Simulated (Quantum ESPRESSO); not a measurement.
**LiH (Fm-3m): from Born charge to LO-TO splitting**

Aim: work out the LO frequency and the static dielectric constant of LiH (Fm-3m) from one linear-response run, then check them.

Method: DFT LDA, scalar-relativistic, plane waves, PseudoDojo norm-conserving pseudopotentials, in Quantum ESPRESSO 7.5.

The database entry behind the starting cell differs from later determinations by our own check (the deuteride, about 0.2 % short), so it need not match the best structure at ambient conditions.

### 1. The relaxed structure

It takes space group Fm-3m (No. 225, cubic). Conventional cell: a = 3.909 Å, b = 3.909 Å, c = 3.909 Å, α = 90.00°, β = 90.00°, γ = 90.00°. Li has 6 H at 1.95 Å nearest. Nearest to H lie 6 Li at 1.95 Å. Farther neighbours are not listed.

Coordinates:

```xyz
2
Lattice="-1.9546 0.0000 1.9546 0.0000 1.9546 1.9546 -1.9546 1.9546 0.0000" Properties=species:S:1:pos:R:3 pbc="T T T"
Li    0.0000    0.0000    0.0000
H    -1.9546    1.9546    1.9546
```

This is the cell after its relaxation at this level of theory, not the database cell from which that began.

### 2. What the response run gave

A linear-response run on the relaxed cell, with the response to an electric field; only its zone-centre results are used. Cutoff 74 Ry, k mesh 12×12×12.

The log of the run:

```text
[banners, grids, parts of the stress and lines that vanish by symmetry left out]
Program PHONON v.7.5
     Reading xml data from directory:

[...]
Exchange-correlation= PW
                           (   1   4   0   0   0   0   0)
[...]
kinetic-energy cut-off    =      74.0000  Ry
     charge density cut-off    =     296.0000  Ry
     convergence threshold     =      1.0E-18
[...]
Exchange-correlation= PW
                           (   1   4   0   0   0   0   0)
[...]
q = (   0.0000000   0.0000000   0.0000000 )
     49 Sym.Ops. (with q -> -q+G )
     G cutoff =  204.5958  (   8657 G-vectors)     FFT grid: ( 30, 30, 30)
     number of k points=    72
[...]
Mode symmetry, O_h (m-3m)  point group:
[...]
Dielectric constant
[...]
End of electric fields calculation
          Dielectric constant in cartesian axis
          (       5.009671489       0.000000000      -0.000000000 )
          (      -0.000000000       5.009671489      -0.000000000 )
          (      -0.000000000       0.000000000       5.009671489 )
          Effective charges (d Force / dE) in cartesian axis without acoustic sum rule applied (asr)
           atom    1  Li    Mean Z*:        1.02671
      Ex  (        1.02671       -0.00000       -0.00000 )
      Ey  (       -0.00000        1.02671        0.00000 )
      Ez  (       -0.00000        0.00000        1.02671 )
           atom    2  H     Mean Z*:       -1.02746
      Ex  (       -1.02746        0.00000        0.00000 )
      Ey  (        0.00000       -1.02746       -0.00000 )
      Ez  (        0.00000       -0.00000       -1.02746 )
          Effective charges Sum: Mean:       -0.00075
[...]
Effective charges (d Force / dE) in cartesian axis with asr applied:
           atom    1  Li    Mean Z*:        1.02709
[...]
atom    2  H     Mean Z*:       -1.02709
[...]
Representation #   1 modes #   1   2   3
[...]
End of self-consistent calculation
     Convergence has been achieved
     Representation #   2 modes #   4   5   6
[...]
End of self-consistent calculation
     Convergence has been achieved
[...]
Dielectric constant in cartesian axis
          (       5.009671489       0.000000000      -0.000000000 )
          (      -0.000000000       5.009671489      -0.000000000 )
          (      -0.000000000       0.000000000       5.009671489 )
          Effective charges (d Force / dE) in cartesian axis without acoustic sum rule applied (asr)
           atom    1  Li    Mean Z*:        1.02671
      Ex  (        1.02671       -0.00000       -0.00000 )
      Ey  (       -0.00000        1.02671        0.00000 )
      Ez  (       -0.00000        0.00000        1.02671 )
           atom    2  H     Mean Z*:       -1.02746
      Ex  (       -1.02746        0.00000        0.00000 )
      Ey  (        0.00000       -1.02746       -0.00000 )
      Ez  (        0.00000       -0.00000       -1.02746 )
          Effective charges Sum: Mean:       -0.00075
[...]
Effective charges (d Force / dE) in cartesian axis with asr applied:
           atom    1  Li    Mean Z*:        1.02709
[...]
atom    2  H     Mean Z*:       -1.02709
[...]
q = (    0.000000000   0.000000000   0.000000000 )
[...]
freq (    1) =       0.032737 [THz] =       1.091984 [cm-1]
     freq (    2) =       0.032737 [THz] =       1.091984 [cm-1]
     freq (    3) =       0.032737 [THz] =       1.091984 [cm-1]
     freq (    4) =      19.411655 [THz] =     647.503105 [cm-1]
     freq (    5) =      19.411655 [THz] =     647.503105 [cm-1]
     freq (    6) =      19.411655 [THz] =     647.503105 [cm-1]
[...]
Mode symmetry, O_h (m-3m)  point group:
     freq (   1-   3) =          1.1  [cm-1]   --> T_1u G_15  G_4- I
     freq (   4-   6) =        647.5  [cm-1]   --> T_1u G_15  G_4- I

   JOB DONE.
```

```csv
quantity,value
cell volume Ω (Å³),14.936
mass of Li (u),6.940
mass of H (u),1.008
"Born charge of Li, raw (e)",1.027
"Born charge of H, raw (e)",-1.028
ε∞,5.010
ω(TO) after the sum rule (cm⁻¹),647.5
```

### 3. The calculation

The charges must sum to zero over the cell; taking off their mean, 0.000 e, leaves Z* = 1.027 e on Li. In the polar mode Li moves against H, so the reduced mass is μ = 6.94 × 1.01 / 7.95 = 0.880 u.

A longitudinal wave builds up a field that adds to the restoring force: ω(LO)² = ω(TO)² + 4π Z*² / (μ Ω ε∞), in Hartree atomic units. With μ = 1604 electron masses and Ω = 100.79 bohr³ the second term is 1.6363e-05 Ha², or 788203 cm⁻² (1 Ha = 219474.6 cm⁻¹).

So ω(LO) = √(419269 + 788203) = 1098.9 cm⁻¹, and by the Lyddane-Sachs-Teller relation ε₀ = ε∞ (ω(LO)/ω(TO))² = 14.43.

### 4. Check against the program

The analysis program adds the same non-analytic term to the full matrix, here for q along (1 0 0).

The log of the run:

```text
[banner, memory and clock lines left out]
Program DYNMAT v.7.5

     Reading Dynamical Matrix from file g.dyn
     ...Force constants read
     ...epsilon and Z* read

     Polarizability (A^3 units)
     multiply by 0.427980 for Clausius-Mossotti correction
         4.765786   -0.000000   -0.000000
         0.000000    4.765786    0.000000
        -0.000000   -0.000000    4.765786

     IR activities are in (D/A)^2/amu units

# mode   [cm-1]    [THz]      IR
    1     -0.00   -0.0000    0.0000
    2      0.00    0.0000    0.0000
    3      0.00    0.0000    0.0000
    4    647.51   19.4118   27.6516
    5    647.51   19.4118   27.6516
    6   1098.84   32.9425   27.6516
```

ε₀ comes from the program's run without a direction of q.

```csv
quantity,by hand,program
ω(LO) (cm⁻¹),1098.9,1098.8
ε₀,14.43,14.43
```

### 5. What came out

```yaml
to_mode: 647.5 cm⁻¹
lo_mode: 1099 cm⁻¹
static_dielectric_constant: 14.43
```

**Reading.** The LO mode of LiH (Fm-3m) lies at 1099 cm⁻¹, 451 cm⁻¹ above the TO mode; the formula meets the program within 0.1 cm⁻¹, as it must for a cubic crystal with one polar mode. ω(LO)² − ω(TO)² goes with Z*²/ε∞: an error of 5 % in ε∞ would move the LO mode by 17.2 cm⁻¹, and semilocal functionals tend to overestimate ε∞. These are harmonic values at zero temperature, at the volume of this functional, for the structure held cubic; stability elsewhere in the zone is no part of this calculation.

[Host names and launcher messages were left out of these logs when they were recorded.]

[Logs are printed without paths, hosts, clocks, repeated set-up lines and the standing remarks that a program may print on its own settings, such as how far it seeks lower states.]

[Hosts, paths, dates, database ids (printed as entryN), source tags and the programs' standing remarks are cut or masked in the printed files.]
